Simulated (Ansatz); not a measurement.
# Mo: boundaries ranked by energy

Which of these boundaries of Mo costs least, and does the order hold when functional or mesh changes?

Calculated with Ansatz 0.2.0: Kohn-Sham DFT, PBE, PAW (set soft_2), plane waves; cutoff 420 eV, fermi-dirac smearing of 0.1 eV. Each cell was relaxed with PBE at fixed cell edges, then solved at the other levels. Its free energy less that of as many atoms of bulk Mo (15.777 Å³ an atom, mesh 17×17×17) is divided by the area of its two boundaries. Cutoffs: 420 eV for PBE and PBEsol; 500 eV for r2SCAN.

Sigma3 (111)[1-10] symmetric tilt boundary in Mo, as built: Two grains of Mo, one the mirror image of the other in the boundary plane, two boundaries a cell; of 5 trial joints (lateral shifts, openings, close atoms taken out) the lowest after a short relaxation with the MACE-MP-0b2 potential was kept (shift [0, 0] of the surface cell, opening 0.00 Å, one of each pair under 2.06 Å removed), then its atoms and the cell's length along the normal were relaxed with that potential. Lattice constants are starting values near those of PBE.

Sigma9 (114)[1-10] symmetric tilt boundary in Mo, as built: Two grains of Mo, one the mirror image of the other in the boundary plane, two boundaries a cell; of 6 trial joints (lateral shifts, openings, close atoms taken out) the lowest after a short relaxation with the MACE-MP-0b2 potential was kept (shift [0, 0] of the surface cell, opening 0.00 Å, one of each pair under 1.64 Å removed), then its atoms and the cell's length along the normal were relaxed with that potential. Lattice constants are starting values near those of PBE.

**Cells**

| cell | atoms | area (Å²) | k-mesh | gain on relaxing (J/m²) |
| --- | --- | --- | --- | --- |
| Sigma3 (112)[1-10] symmetric tilt boundary in Mo | 64 | 48.92 | 7×4×2 (relaxed on 4×3×1) | 0.089 |
| Sigma3 (111)[1-10] symmetric tilt boundary in Mo | 88 | 69.18 | 5×5×2 (relaxed on 3×3×1) | 0.239 |
| Sigma9 (114)[1-10] symmetric tilt boundary in Mo | 52 | 42.37 | 4×8×2 (relaxed on 3×5×1) | 0.155 |
| Sigma11 (113)[1-10] symmetric tilt boundary in Mo | 88 | 66.24 | 5×5×2 (relaxed on 4×3×1) | 0.302 |
| Sigma9 (221)[1-10] symmetric tilt boundary in Mo | 40 | 29.96 | 8×8×2 (relaxed on 6×6×1) | 0.309 |
| Sigma19 (331)[1-10] symmetric tilt boundary in Mo | 56 | 43.53 | 8×8×2 (relaxed on 6×6×1) | 0.298 |

**Boundary energy**

In J/m²:

| cell | PBE | PBE, denser mesh | r2SCAN | PBEsol |
| --- | --- | --- | --- | --- |
| Sigma3 (112)[1-10] symmetric tilt boundary in Mo | 0.595 | 0.599 | 0.715 | 0.744 |
| Sigma3 (111)[1-10] symmetric tilt boundary in Mo | 1.867 | 1.869 | 2.080 | 2.065 |
| Sigma9 (114)[1-10] symmetric tilt boundary in Mo | 1.992 | 1.990 | - | 2.274 |
| Sigma11 (113)[1-10] symmetric tilt boundary in Mo | 2.147 | 2.149 | 2.381 | 2.400 |
| Sigma9 (221)[1-10] symmetric tilt boundary in Mo | 2.331 | 2.331 | 2.552 | 2.565 |
| Sigma19 (331)[1-10] symmetric tilt boundary in Mo | 2.365 | 2.364 | 2.600 | 2.609 |

**Findings**

With PBE the lowest is Sigma3 (112)[1-10] symmetric tilt boundary in Mo (0.60 J/m²) and the highest Sigma19 (331)[1-10] symmetric tilt boundary in Mo (2.37 J/m²), a ratio of 3.97. PBE on a denser mesh shifts the values by -0.00 to +0.00 J/m² over 6 cells and reverses no pair. r2SCAN shifts the values by +0.12 to +0.23 J/m² over 5 cells and reverses no pair. PBEsol shifts the values by +0.15 to +0.28 J/m² over 6 cells and reverses no pair. A pair counts as reversed only if it differs by over 0.02 J/m² at both levels.

Limits: The lattice constant is the typed one for every functional. Cells and bulk are sampled on unlike meshes, and thin cells carry size effects; differences of a few hundredths of a J/m² aren't resolved. These are free energies under a smearing of 0.1 eV, whose entropy term isn't removed. Each joint was picked among a few trials by a machine-learned potential, which also set the length along the normal. In some runs the program notes that the atoms just miss a symmetry operation, positions were snapped to a detected symmetry and it cut back its plan to fit the GPU's memory.

[Hosts, paths, dates, database ids (printed as entryN), source tags and the programs' standing remarks are cut or masked in the printed files.]
